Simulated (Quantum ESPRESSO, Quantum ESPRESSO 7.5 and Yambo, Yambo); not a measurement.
**Quasiparticle gap of TiO2 (Anatase) in Yambo**

Wanted: ground state, empty states, screening and self-energy for TiO2 (Anatase).

Method: PBE and many-body steps on it, plane waves, in Quantum ESPRESSO 7.5 and Yambo 5.3.0.

**The experiments to reproduce.**

- Gap 3.18 ± 0.03 eV: direct optical gap from Kubelka-Munk plot; UV-Vis diffuse reflectance; 300 K; powder (“Effect of Ethylene Glycol: Citric Acid Molar Ratio and pH on the Morphology, Vibrational, Optical and Electronic Properties of TiO2 and CuO Powders Synthesized by Pechini Method”, 2022, pmc:9369947).

- Gap 3.4 eV: indirect optical gap from Tauc plot; UV-Vis absorption, Tauc plot; film (sol-gel dip-coated film, 232 nm thick, calcined at 400 C) on borosilicate glass (“Role of lamp type in conventional batch and micro-photoreactor for photocatalytic hydrogen production”, 2023, pmc:10548134).

- Gap 3.261 eV: indirect optical gap from reflection cut-off wavelength, 143 nm particles (bulk-like); UV-VIS-NIR reflection spectroscopy; 300 K; powder (commercial powder, mean particle diameter 143 nm, hand pressed) (“Part I: determination of a structure/property transformation mechanism responsible for changes in the point of zero change of anatase titania with decreasing particle size”, 2024, pmc:11477903).

- Gap 3.17 eV: gap from valence band edge and flat band potential; valence-band XPS and Mott-Schottky plots; film (“Enhancement of Titania Photoanode Performance by Sandwiching Copper between Two Titania Layers”, 2020, pmc:7579609).

- Gap 3.98 eV: direct quasiparticle gap around Gamma; experiment quoted from earlier work; bulk crystal (anatase, value from earlier experiment) (quoted in “Giant exciton Mott density in anatase TiO2”, 2020, arxiv:2007.10051).

This is a selection; 13 further reports are not listed.

## (1) The starting structure

The structure is tetragonal, space group I4_1/amd (No. 141). The conventional cell has a = 3.784 Å, b = 3.784 Å, c = 9.515 Å, α = 90.00°, β = 90.00°, γ = 90.00°. Nearest to Ti lie 6 O at 1.93 to 1.98 Å. Nearest to O lie 3 Ti at 1.93 to 1.98 Å. Farther neighbours and most contacts between anions are not listed.

The cell and positions come from the Crystallography Open Database and are kept as given unless a step says otherwise.

## (2) Ground state

This step: Quantum ESPRESSO 7.5; DFT, PBE, plane waves, norm-conserving pseudopotentials.

The ground-state density comes first.

Input file pw.in:

```
&control
  calculation = 'scf'
  prefix = 'x'
  outdir = 'o'
  pseudo_dir = 'pseudo'
/
&system
  ibrav = 0
  nat = 6
  ntyp = 2
  ecutwfc = 76.0
  nbnd = 31
  force_symmorphic = .true.
/
&electrons
  conv_thr = 1e-10
  electron_maxstep = 80
  mixing_beta = 0.5
/
ATOMIC_SPECIES
  Ti 47.867 Ti.upf
  O 15.999 O.upf
CELL_PARAMETERS angstrom
  -1.8921000000 1.8921000000 4.7573000000
  1.8921000000 -1.8921000000 4.7573000000
  1.8921000000 1.8921000000 -4.7573000000
ATOMIC_POSITIONS crystal
  Ti 0.0000000000 0.0000000000 0.0000000000
  Ti 0.7500000000 0.2500000000 0.5000000000
  O 0.2081000000 0.2081000000 0.0000000000
  O 0.9581000000 0.4581000000 0.5000000000
  O 0.5419000000 0.0419000000 0.5000000000
  O 0.7919000000 0.7919000000 0.0000000000
K_POINTS automatic
  8 8 8 0 0 0
```

Launch:

```console
$ OMP_NUM_THREADS=1 mpirun -n 8 pw.x -nk 8 -in pw.in > pw.out
```

Output:

```text
Program PWSCF v.7.5 starts

     This program is part of the open-source Quantum ESPRESSO suite
     for quantum simulation of materials; please cite
         "P. Giannozzi et al., J. Phys.:Condens. Matter 21 395502 (2009);
         "P. Giannozzi et al., J. Phys.:Condens. Matter 29 465901 (2017);
         "P. Giannozzi et al., J. Chem. Phys. 152 154105 (2020);
     in publications or presentations arising from this work. More details at
     Message from routine setup:
     using ibrav=0 with symmetry is DISCOURAGED, use correct ibrav instead

     G-vector sticks info

     bravais-lattice index     =            0
     lattice parameter (alat)  =      10.3145  a.u.
     unit-cell volume          =     459.7326 (a.u.)^3
     number of atoms/cell      =            6
     number of atomic types    =            2
     number of electrons       =        48.00
     number of Kohn-Sham states=           31
     kinetic-energy cutoff     =      76.0000  Ry
     charge density cutoff     =     304.0000  Ry
     scf convergence threshold =      1.0E-10
     mixing beta               =       0.5000
     number of iterations used =            8  plain     mixing
     Exchange-correlation= PBE
                           (   1   4   3   4   0   0   0)

     celldm(1)=  10.314510  celldm(2)=   0.000000  celldm(3)=   0.000000
     celldm(4)=   0.000000  celldm(5)=   0.000000  celldm(6)=   0.000000

     crystal axes: (cart. coord. in units of alat)
               a(1) = (  -0.346653   0.346653   0.871587 )
               a(2) = (   0.346653  -0.346653   0.871587 )
               a(3) = (   0.346653   0.346653  -0.871587 )

     reciprocal axes: (cart. coord. in units 2 pi/alat)
               b(1) = (  0.000000  1.442367  0.573666 )
               b(2) = (  1.442367  0.000000  0.573666 )
               b(3) = (  1.442367  1.442367  0.000000 )
     Pseudo is Norm-conserving + core correction, Zval = 12.0
     Generated using ONCVPSP code by D. R. Hamann
     Using radial grid of 1586 points,  6 beta functions with:
     Pseudo is Norm-conserving + core correction, Zval =  6.0
     Generated using ONCVPSP code by D. R. Hamann
     Using radial grid of  936 points,  5 beta functions with:
     Ti               12.00    47.86700     Ti( 1.00)
     O                 6.00    15.99900     O ( 1.00)

      8 Sym. Ops. (no inversion) found

   Cartesian axes

     site n.     atom                  positions (alat units)
         1        Ti     tau(   1) = (   0.0000000   0.0000000   0.0000000  )
         2        Ti     tau(   2) = (   0.0000000   0.3466525   0.4357936  )
         3        O      tau(   3) = (  -0.0000000   0.0000000   0.3627546  )
         4        O      tau(   4) = (   0.0000000   0.3466525   0.7985481  )
         5        O      tau(   5) = (  -0.0000000   0.3466525   0.0730390  )
         6        O      tau(   6) = (   0.0000000  -0.0000000   1.3804197  )

     number of k points=    59
                       cart. coord. in units 2pi/alat
        k(    1) = (   0.0000000   0.0000000   0.0000000), wk =   0.0039062
        k(    2) = (   0.1802958   0.1802958   0.0000000), wk =   0.0156250
        k(    3) = (   0.3605917   0.3605917   0.0000000), wk =   0.0156250
        k(    4) = (   0.5408875   0.5408875   0.0000000), wk =   0.0156250
        k(    5) = (  -0.7211833  -0.7211833   0.0000000), wk =   0.0078125
        k(    6) = (   0.1802958   0.0000000   0.0717083), wk =   0.0312500
        k(    7) = (   0.3605917   0.1802958   0.0717083), wk =   0.0625000
        k(    8) = (   0.5408875   0.3605917   0.0717083), wk =   0.0625000
        k(    9) = (   0.7211833   0.5408875   0.0717083), wk =   0.0625000
        k(   10) = (   0.3605917   0.0000000   0.1434165), wk =   0.0312500
     [... 47 further rows ...]
        k(   58) = (  -1.2620708  -0.1802958   0.0000000), wk =   0.0156250
        k(   59) = (  -1.4423666  -1.4423666  -0.5736661), wk =   0.0039062

     Dense  grid:    41149 G-vectors     FFT dimensions: (  60,  60,  60)

     Initial potential from superposition of free atoms

     starting charge      47.9968, renormalised to      48.0000
     Starting wfcs are   36 randomized atomic wfcs

     per-process dynamical memory:    64.3 Mb

     Self-consistent Calculation

     iteration #  1     ecut=    76.00 Ry     beta= 0.50

     total energy              =    -369.29599336 Ry
     estimated scf accuracy    <       2.82425392 Ry

     iteration #  2     ecut=    76.00 Ry     beta= 0.50

     total energy              =    -368.49005469 Ry
     estimated scf accuracy    <       9.66471229 Ry

     iteration #  3     ecut=    76.00 Ry     beta= 0.50

     total energy              =    -370.44828473 Ry
     estimated scf accuracy    <       0.24364835 Ry

     iteration #  4     ecut=    76.00 Ry     beta= 0.50

     total energy              =    -370.40162058 Ry
     estimated scf accuracy    <       0.16701201 Ry

     iteration #  5     ecut=    76.00 Ry     beta= 0.50

     total energy              =    -370.43194545 Ry
     estimated scf accuracy    <       0.00051886 Ry

     iteration #  6     ecut=    76.00 Ry     beta= 0.50

     total energy              =    -370.43342010 Ry
     estimated scf accuracy    <       0.00635734 Ry

     iteration #  7     ecut=    76.00 Ry     beta= 0.50

     total energy              =    -370.43402565 Ry
     estimated scf accuracy    <       0.00018714 Ry

     iteration #  8     ecut=    76.00 Ry     beta= 0.50

     total energy              =    -370.43414022 Ry
     estimated scf accuracy    <       0.00026169 Ry

     iteration #  9     ecut=    76.00 Ry     beta= 0.50

     total energy              =    -370.43407799 Ry
     estimated scf accuracy    <       0.00023569 Ry

     iteration # 10     ecut=    76.00 Ry     beta= 0.50

     total energy              =    -370.43409136 Ry
     estimated scf accuracy    <       0.00002745 Ry

     iteration # 11     ecut=    76.00 Ry     beta= 0.50

     total energy              =    -370.43409426 Ry
     estimated scf accuracy    <       0.00000311 Ry

     iteration # 12     ecut=    76.00 Ry     beta= 0.50

     total energy              =    -370.43409542 Ry
     estimated scf accuracy    <       0.00000052 Ry

     iteration # 13     ecut=    76.00 Ry     beta= 0.50

     total energy              =    -370.43409544 Ry
     estimated scf accuracy    <       0.00000012 Ry

     iteration # 14     ecut=    76.00 Ry     beta= 0.50

     total energy              =    -370.43409547 Ry
     estimated scf accuracy    <          1.8E-10 Ry

     iteration # 15     ecut=    76.00 Ry     beta= 0.50

     End of self-consistent calculation

          k = 0.0000 0.0000 0.0000 (  5117 PWs)   bands (ev):

   -49.0009 -48.9398 -25.4933 -25.2535 -25.2535 -25.1811 -25.1811 -25.0963
   -10.2630  -9.2466  -9.1005  -8.7619   3.3974   3.5164   3.5164   3.9209
     5.2684   5.2684   5.3151   6.5646   6.5681   6.5681   6.8689   6.8689
     9.4863  10.2323  11.3622  11.3622  11.3917  11.3917  12.4354

          k = 0.1803 0.1803 0.0000 (  5138 PWs)   bands (ev):

   -48.9979 -48.9415 -25.4917 -25.2815 -25.2627 -25.1969 -25.1809 -25.0913
   -10.1143  -9.1564  -9.0373  -8.7186   3.2168   3.3450   3.3645   3.9403
     4.9788   5.3728   5.4554   6.1823   6.2389   6.2509   6.6223   7.0318
    10.0979  10.3135  10.8133  11.1473  11.1551  11.3659  12.9132

          k = 0.3606 0.3606 0.0000 (  5174 PWs)   bands (ev):

   -48.9897 -48.9466 -25.4873 -25.3429 -25.2838 -25.2352 -25.1754 -25.0907
    -9.7245  -8.9519  -8.8739  -8.6181   2.7634   3.0236   3.2584   4.1112
     4.4762   4.7926   4.9612   5.3513   5.5006   6.3811   6.7311   7.0918
    10.3598  10.5071  10.8850  11.1125  11.1422  11.6901  13.2138

          k = 0.5409 0.5409 0.0000 (  5140 PWs)   bands (ev):

     [... further k-points ...]

     highest occupied, lowest unoccupied level (ev):     7.3003    9.4863

!    total energy              =    -370.43409547 Ry
     estimated scf accuracy    <          9.7E-11 Ry

     The total energy is the sum of the following terms:
     one-electron contribution =    -158.75557715 Ry
     hartree contribution      =     100.85441643 Ry
     xc contribution           =     -68.35606541 Ry
     ewald contribution        =    -244.17686934 Ry

     convergence has been achieved in  15 iterations

     XML data file, charge density, pseudopotentials, collected wavefunctions

=------------------------------------------------------------------------------=
   JOB DONE.
=------------------------------------------------------------------------------=
```

The job ended after 67 s (8 MPI ranks of Arm Neoverse V2, shared host; peak memory 0.8 GiB; 8.3 min of CPU time).

This step gave:

* total energy: -5040.0126 eV
* gap: 2.186 eV
* k of the valence top: 0, 0, 0.375
* k of the conduction bottom: 0, 0, 0
* least direct gap: 2.492 eV

The gap is indirect, with the least direct gap 0.31 eV higher.

(Continued in part 2 of 3.)

[Paths, hosts, dates, memory and timing lines, banners, echoed tables and standing remarks are left out of the program output.]

[Logs are printed without paths, hosts, clocks, repeated set-up lines and the standing remarks that a program may print on its own settings, such as how far it seeks lower states.]

[Runs of the session that timed out or met a known fault of the program may be left out.]

[Hosts, paths, dates, database ids (printed as entryN), source tags and the programs' standing remarks are cut or masked in the printed files.]
